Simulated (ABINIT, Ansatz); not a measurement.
# Lattice dynamics of SiSnSe3 (Pm-3m) in two programs, part 2 of 6

How does SiSnSe3 (Pm-3m) vibrate, and is this structure a minimum?

ABINIT 10.8.3; DFT LDA, scalar-relativistic, plane waves, HGH norm-conserving pseudopotentials.

So far. Step 4 (Relaxing the cell and atoms): The volume changes by +0.6 % in this run and stands +8.2 % from the first cell. Step 5 (Self-consistent run for the response): The cell stands at -1.1 GPa: the relaxation ran with a smoothed and higher cutoff, and the difference is a stress of the finite basis. The relaxed cell has a = 4.788 Å (conventional setting).

The structure was built from a prototype and need not be the compound's stable phase.

### 6. Zone-centre response

At q = 0 one unit cell holds all displacements. The response is solved for single atoms along the cell's directions, and symmetry skips those that follow from others. The crystal is treated as a metal, which screens a static field, so no field response is asked.

Input file dfpt_gamma.abi:

```

# common to the responses
getwfk_filepath "gso_WFK"
kptopt 2
nqpt 1
qpt 0.0 0.0 0.0
asr 0
chneut 0

# displacements
rfphon 1
rfatpol 1 5
rfdir 1 1 1
tolvrs 1.0d-10
prtwf 0

# basis, mesh and filling
ecut 20.0
ixc 7
ngkpt 6 6 6
nshiftk 1
shiftk 0.0 0.0 0.0
istwfk *1
occopt 6
tsmear 0.01
nband 20
nstep 100
diemac 1000000.0
prtebands 0
prtgsr 0
useylm 1

# cell and atoms
acell 9.048881865 9.048881865 9.048881865
rprim 
    1.0 0.0 0.0
    0.0 1.0 0.0
    0.0 0.0 1.0
ntypat 3
znucl 50 14 34
natom 5
typat 1 2 3 3 3
xred 
    0.0 0.0 0.0
    0.5 0.5 0.5
    0.5 0.5 0.0
    0.5 0.0 0.5
    0.0 0.5 0.5
pp_dirpath "./pseudo"
pseudos "Sn.hgh, Si.hgh, Se.hgh"
```

Started as:

```console
$ OMP_NUM_THREADS=1 mpirun -n 4 abinit dfpt_gamma.abi > dfpt_gamma.log
```

Numbers of over 12 decimals in the logs are rounded to 6 here.

dfpt_gamma.abo, the main output file:

```text
[banners, grids, parts of the stress and lines that vanish by symmetry left out]
- input  file    -> dfpt_gamma.abi
- output file    -> dfpt_gamma.abo
- root for input  files -> dfpt_gammai
- root for output files -> dfpt_gammao

 Symmetries : space group Pm -3 m (#221); Bravais cP (primitive cubic)
================================================================================
 Values of the parameters that define the memory need of the present run (RF).
     intxc =       0      iscf =       7    lmnmax =      14     lnmax =       6
     mgfft =      40  mpssoang =       3    mqgrid =    3001     natom =       5
  nloc_mem =       1    nspden =       1   nspinor =       1    nsppol =       1
      nsym =      48    n1xccc =       0    ntypat =       3    occopt =       6
   xclevel =       1
-    mband =          20        mffmem =           1         mkmem =          28
-   mkqmem =          28        mk1mem =          28           mpw =        3188
      nfft =       64000          nkpt =         112
- my_mband =          20
================================================================================
================================================================================

--------------------------------------------------------------------------------
------------- Echo of variables that govern the present computation ------------
--------------------------------------------------------------------------------
-
- outvars: echo of selected default values
-   iomode0 =  0 , fftalg0 =312 , wfoptalg0 =  0
-
- outvars: echo of global parameters not present in the input file
-  max_nthreads =    1
-
 -outvars: echo values of preprocessed input variables
 [... echo left out ...]
================================================================================

 chkinp: Checking input parameters for consistency.

[...]
== DATASET  1 ==================================================================
-   mpi_nproc: 4, omp_nthreads: 1 (-1 if OMP is not activated)

--- !DatasetInfo
iteration_state: {dtset: 1, }
dimensions: {natom: 5, nkpt: 112, mband: 20, nsppol: 1, nspinor: 1, nspden: 1, mpw: 3188, }
cutoff_energies: {ecut:  20.0, pawecutdg:  -1.0, }
electrons: {nelect:   2.60000000E+01, charge:   0.00000000E+00, occopt:   6.00000000E+00, tsmear:   1.00000000E-02, }
meta: {optdriver: 1, rfphon: 1, }
...

 mkfilename: getwfk from: gso_WFK

 Exchange-correlation functional for the present dataset will be:
  LDA: Perdew-Wang 92 LSD fit to Ceperley-Alder data - ixc=7
 Citation for XC functional:
  J.P.Perdew and Y.Wang, PRB 45, 13244 (1992)

 Real(R)+Recip(G) space primitive vectors, cartesian coordinates (Bohr,Bohr^-1):
 R(1)=  9.0488819  0.0000000  0.0000000  G(1)=  0.1105109  0.0000000  0.0000000
 R(2)=  0.0000000  9.0488819  0.0000000  G(2)=  0.0000000  0.1105109  0.0000000
 R(3)=  0.0000000  0.0000000  9.0488819  G(3)=  0.0000000  0.0000000  0.1105109
 Unit cell volume ucvol=  7.4094292E+02 bohr^3
 Angles (23,13,12)=  9.00000000E+01  9.00000000E+01  9.00000000E+01 degrees
 setup1 : take into account q-point for computing boxcut.

 getcut: wavevector=  0.0000  0.0000  0.0000  ngfft=  40  40  40
         ecut(hartree)=     20.000   => boxcut(ratio)=   2.19576

--- Pseudopotential description ------------------------------------------------
- pspini: atom type   1  psp file is ./pseudo/Sn.hgh

- pspini: atom type   2  psp file is ./pseudo/Si.hgh

- pspini: atom type   3  psp file is ./pseudo/Se.hgh

   1.29273723E+03                                ecore*ucvol(ha*bohr**3)
--------------------------------------------------------------------------------

 ==>  initialize data related to q vector <==

 The list of irreducible perturbations for this q vector is:
    1)    idir= 1    ipert=   1
    2)    idir= 1    ipert=   2
    3)    idir= 1    ipert=   3
    4)    idir= 3    ipert=   3

[...]
The perturbation idir=   2  ipert=   1 is
 symmetric of a previously calculated perturbation.
 So, its SCF calculation is not needed.

 The perturbation idir=   3  ipert=   1 is
 symmetric of a previously calculated perturbation.
 So, its SCF calculation is not needed.

 The perturbation idir=   2  ipert=   2 is
 symmetric of a previously calculated perturbation.
 So, its SCF calculation is not needed.

 The perturbation idir=   3  ipert=   2 is
 symmetric of a previously calculated perturbation.
 So, its SCF calculation is not needed.

[...]
The perturbation idir=   2  ipert=   5 is
 symmetric of a previously calculated perturbation.
 So, its SCF calculation is not needed.

 The perturbation idir=   3  ipert=   5 is
 symmetric of a previously calculated perturbation.
 So, its SCF calculation is not needed.

--------------------------------------------------------------------------------
 Perturbation wavevector (in red.coord.)   0.000000  0.000000  0.000000
 Perturbation : displacement of atom   1   along direction   1
 Found     8 symmetries that leave the perturbation invariant.

[...]
dfpt_looppert : total number of electrons, from k and k+q
  fully or partially occupied states are    2.600000E+01 and    2.600000E+01.
 Initialisation of the first-order wave-functions :
  ireadwf=   0

--- !BeginCycle
iteration_state: {dtset: 1, }
solver: {iscf: 7, nstep: 100, nline: 4, wfoptalg: 0, }
tolerances: {tolvrs: 1.00E-10, }
...

     iter   2DEtotal(Ha)        deltaE(Ha) residm    vres2
-ETOT  1   33.843316125778     -5.891E+01 7.387E+00 1.056E+05
 ETOT  2  -1.468076     -3.531E+01 4.323E-01 6.464E+02
 ETOT  3  -1.835443     -3.674E-01 5.135E-02 1.609E+02
 ETOT  4  -1.886313     -5.087E-02 1.275E-02 8.818E-01
 ETOT  5  -1.886575     -2.618E-04 1.120E-03 3.493E-03
[...]
At SCF step   11       vres2   =  2.49E-12 < tolvrs=  1.00E-10 =>converged.
[...]
Mean square residual over all n,k,spin=   10.525E-12; max=  70.898E-10

 Thirteen components of 2nd-order total energy (hartree) are
 1,2,3: 0th-order hamiltonian combined with 1st-order wavefunctions
     kin0=   8.05895768E+01 eigvalue=  -9.32307974E-01  local=  -1.84820316E+01
 4,5,6: 1st-order hamiltonian combined with 1st and 0th-order wfs
 loc psp =  -8.53684442E+01  Hartree=   1.69142811E+01     xc=  -8.87135979E+00
 note that "loc psp" includes a xc core correction that could be resolved
 7,8,9: eventually, occupation + non-local contributions
    edocc=   7.74093211E+00     enl0=   1.76854986E+01   enl1=  -1.03920734E+02
 1-9 gives the relaxation energy (to be shifted if some occ is /=2.0)
   erelax=  -9.46445892E+01
 10,11,12 Non-relaxation  contributions : frozen-wavefunctions and Ewald
 fr.local=   2.66333952E+00 fr.nonlo=   4.93588617E+01  Ewald=   4.07358106E+01
 13,14 Frozen wf xc core corrections (1) and (2)
 frxc 1  =   0.00000000E+00  frxc 2 =   0.00000000E+00
 Resulting in :
 2DEtotal=   -0.1886577395E+01 Ha. Also 2DEtotal=   -0.513363861877E+02 eV
    (2DErelax=   -9.4644589221E+01 Ha. 2DEnonrelax=    9.2758011825E+01 Ha)
    (  non-var. 2DEtotal :   -1.8865773677E+00 Ha)

[...]
Perturbation wavevector (in red.coord.)   0.000000  0.000000  0.000000
 Perturbation : displacement of atom   2   along direction   1
 Found     8 symmetries that leave the perturbation invariant.

[...]
dfpt_looppert : total number of electrons, from k and k+q
  fully or partially occupied states are    2.600000E+01 and    2.600000E+01.
 Initialisation of the first-order wave-functions :
  ireadwf=   0

--- !BeginCycle
iteration_state: {dtset: 1, }
solver: {iscf: 7, nstep: 100, nline: 4, wfoptalg: 0, }
tolerances: {tolvrs: 1.00E-10, }
...

     iter   2DEtotal(Ha)        deltaE(Ha) residm    vres2
-ETOT  1   118.53317555653     -1.600E+01 9.039E-01 2.927E+05
[...]
At SCF step   12       vres2   =  4.05E-13 < tolvrs=  1.00E-10 =>converged.
[...]
Mean square residual over all n,k,spin=   10.039E-14; max=  65.021E-12

 Thirteen components of 2nd-order total energy (hartree) are
 1,2,3: 0th-order hamiltonian combined with 1st-order wavefunctions
     kin0=   1.46480478E+02 eigvalue=  -1.40873415E-02  local=  -1.32886737E+02
 4,5,6: 1st-order hamiltonian combined with 1st and 0th-order wfs
 loc psp =   4.34748351E+01  Hartree=   3.64050417E+01     xc=  -1.13870019E+01
 note that "loc psp" includes a xc core correction that could be resolved
 7,8,9: eventually, occupation + non-local contributions
    edocc=   9.68074029E+00     enl0=   8.43262949E+01   enl1=  -3.08684293E+02
 1-9 gives the relaxation energy (to be shifted if some occ is /=2.0)
   erelax=  -1.32604729E+02
 10,11,12 Non-relaxation  contributions : frozen-wavefunctions and Ewald
 fr.local=  -7.30461712E+01 fr.nonlo=   1.66843619E+02  Ewald=   4.07358106E+01
 13,14 Frozen wf xc core corrections (1) and (2)
 frxc 1  =   0.00000000E+00  frxc 2 =   0.00000000E+00
 Resulting in :
 2DEtotal=    0.1928529712E+01 Ha. Also 2DEtotal=    0.524779668690E+02 eV
    (2DErelax=   -1.3260472900E+02 Ha. 2DEnonrelax=    1.3453325871E+02 Ha)
    (  non-var. 2DEtotal :    1.9285297103E+00 Ha)

[...]
Perturbation wavevector (in red.coord.)   0.000000  0.000000  0.000000
 Perturbation : displacement of atom   3   along direction   1
 Found     4 symmetries that leave the perturbation invariant.

[...]
dfpt_looppert : total number of electrons, from k and k+q
  fully or partially occupied states are    2.600000E+01 and    2.600000E+01.
 Initialisation of the first-order wave-functions :
  ireadwf=   0

--- !BeginCycle
iteration_state: {dtset: 1, }
solver: {iscf: 7, nstep: 100, nline: 4, wfoptalg: 0, }
tolerances: {tolvrs: 1.00E-10, }
...

     iter   2DEtotal(Ha)        deltaE(Ha) residm    vres2
-ETOT  1   267.54058623142     -2.112E+02 1.435E+01 6.958E+05
[...]
At SCF step   11       vres2   =  7.90E-11 < tolvrs=  1.00E-10 =>converged.
[...]
Mean square residual over all n,k,spin=   49.839E-14; max=  19.392E-11

 Thirteen components of 2nd-order total energy (hartree) are
 1,2,3: 0th-order hamiltonian combined with 1st-order wavefunctions
     kin0=   4.73785301E+02 eigvalue=  -5.05288202E+00  local=  -2.71483947E+02
 4,5,6: 1st-order hamiltonian combined with 1st and 0th-order wfs
 loc psp =  -2.35290343E+02  Hartree=   1.22609073E+02     xc=  -4.35250841E+01
 note that "loc psp" includes a xc core correction that could be resolved
 7,8,9: eventually, occupation + non-local contributions
    edocc=   1.86060450E+01     enl0=   1.85095944E+02   enl1=  -7.24778559E+02
 1-9 gives the relaxation energy (to be shifted if some occ is /=2.0)
   erelax=  -4.80034451E+02
 10,11,12 Non-relaxation  contributions : frozen-wavefunctions and Ewald
 fr.local=   1.01462678E+02 fr.nonlo=   3.67371093E+02  Ewald=   9.90884267E+00
 13,14 Frozen wf xc core corrections (1) and (2)
 frxc 1  =   0.00000000E+00  frxc 2 =   0.00000000E+00
 Resulting in :
 2DEtotal=   -0.1291837035E+01 Ha. Also 2DEtotal=   -0.351526765319E+02 eV
    (2DErelax=   -4.8003445110E+02 Ha. 2DEnonrelax=    4.7874261406E+02 Ha)
    (  non-var. 2DEtotal :   -1.2918367396E+00 Ha)

[...]
Perturbation wavevector (in red.coord.)   0.000000  0.000000  0.000000
 Perturbation : displacement of atom   3   along direction   3
 Found     8 symmetries that leave the perturbation invariant.

--------------------------------------------------------------------------------

--------------------------------------------------------------------------------

 dfpt_looppert : total number of electrons, from k and k+q
  fully or partially occupied states are    2.600000E+01 and    2.600000E+01.
 Initialisation of the first-order wave-functions :
  ireadwf=   0

--- !BeginCycle
iteration_state: {dtset: 1, }
solver: {iscf: 7, nstep: 100, nline: 4, wfoptalg: 0, }
tolerances: {tolvrs: 1.00E-10, }
...

     iter   2DEtotal(Ha)        deltaE(Ha) residm    vres2
-ETOT  1   379.42512325138     -1.104E+02 2.253E+00 9.178E+05
[...]
ETOT 11   6.625939      5.457E-12 1.238E-09 4.209E-10
 ETOT 12   6.625939     -1.182E-11 1.054E-10 1.318E-12

 At SCF step   12       vres2   =  1.32E-12 < tolvrs=  1.00E-10 =>converged.
[...]
Mean square residual over all n,k,spin=   26.627E-14; max=  10.539E-11

 Thirteen components of 2nd-order total energy (hartree) are
 1,2,3: 0th-order hamiltonian combined with 1st-order wavefunctions
     kin0=   4.51713608E+02 eigvalue=   1.22845396E+00  local=  -2.51825234E+02
 4,5,6: 1st-order hamiltonian combined with 1st and 0th-order wfs
 loc psp =  -2.39107835E+02  Hartree=   1.31318343E+02     xc=  -4.23428936E+01
 note that "loc psp" includes a xc core correction that could be resolved
 7,8,9: eventually, occupation + non-local contributions
    edocc=   3.18633845E+01     enl0=   1.61228516E+02   enl1=  -7.27260520E+02
 1-9 gives the relaxation energy (to be shifted if some occ is /=2.0)
   erelax=  -4.83184177E+02
 10,11,12 Non-relaxation  contributions : frozen-wavefunctions and Ewald
 fr.local=  -1.63944549E+01 fr.nonlo=   3.59375759E+02  Ewald=   1.46828813E+02
 13,14 Frozen wf xc core corrections (1) and (2)
 frxc 1  =   0.00000000E+00  frxc 2 =   0.00000000E+00
 Resulting in :
 2DEtotal=    0.6625939479E+01 Ha. Also 2DEtotal=    0.180300998408E+03 eV
    (2DErelax=   -4.8318417750E+02 Ha. 2DEnonrelax=    4.8981011698E+02 Ha)
    (  non-var. 2DEtotal :    6.6259394854E+00 Ha)

[...]
---- first-order wavefunction calculations are completed ----

 ==> Compute Derivative Database <==

 [... matrices left out ...]
  Phonon wavevector (reduced coordinates) :  0.00000  0.00000  0.00000
 Phonon energies in Hartree :
  -5.318837E-04 -5.318837E-04 -5.318837E-04 -3.362317E-04 -3.362317E-04
  -3.362317E-04 -2.315548E-04 -2.315548E-04 -2.315548E-04  1.468801E-05
   1.468801E-05  1.468801E-05  1.070467E-03  1.070467E-03  1.070467E-03
 Phonon frequencies in cm-1    :
- -1.167350E+02 -1.167350E+02 -1.167350E+02 -7.379432E+01 -7.379432E+01
- -7.379432E+01 -5.082040E+01 -5.082040E+01 -5.082040E+01  3.223645E+00
-  3.223645E+00  3.223645E+00  2.349403E+02  2.349403E+02  2.349403E+02

== END DATASET(S) ==============================================================
================================================================================

 -outvars: echo values of variables after computation
            acell      9.0488818650E+00  9.0488818650E+00  9.0488818650E+00 Bohr
           etotal      6.6259394791E+00
            fcart      0.0000000000E+00  0.0000000000E+00  0.0000000000E+00
           strten      0.0000000000E+00  0.0000000000E+00  0.0000000000E+00
================================================================================
```

The job ended after 3.2 min (4 MPI ranks of Intel Xeon at 2.70GHz, shared host; 13 min of CPU time).

This step gave:

| Property | Result |
| --- | --- |
| largest acoustic frequency at the zone centre before the sum rule | 3.22 cm⁻¹ |
| highest optical zone-centre mode (no LO-TO term) | 234.9 cm⁻¹ |
| lowest optical zone-centre mode | -116.7 cm⁻¹ |

The acoustic modes at Γ come out as far as 3.2 cm⁻¹ from zero, where they should vanish, a small numerical error. The lowest optical mode is imaginary, 117i cm⁻¹, an instability at this level and on this k mesh.

[end of part 2 of 6]

[Host names and launcher messages were left out of these logs when they were recorded.]

[Logs are printed without paths, hosts, clocks, repeated set-up lines and the standing remarks that a program may print on its own settings, such as how far it seeks lower states.]

[Hosts, paths, dates, database ids (printed as entryN), source tags and the programs' standing remarks are cut or masked in the printed files.]
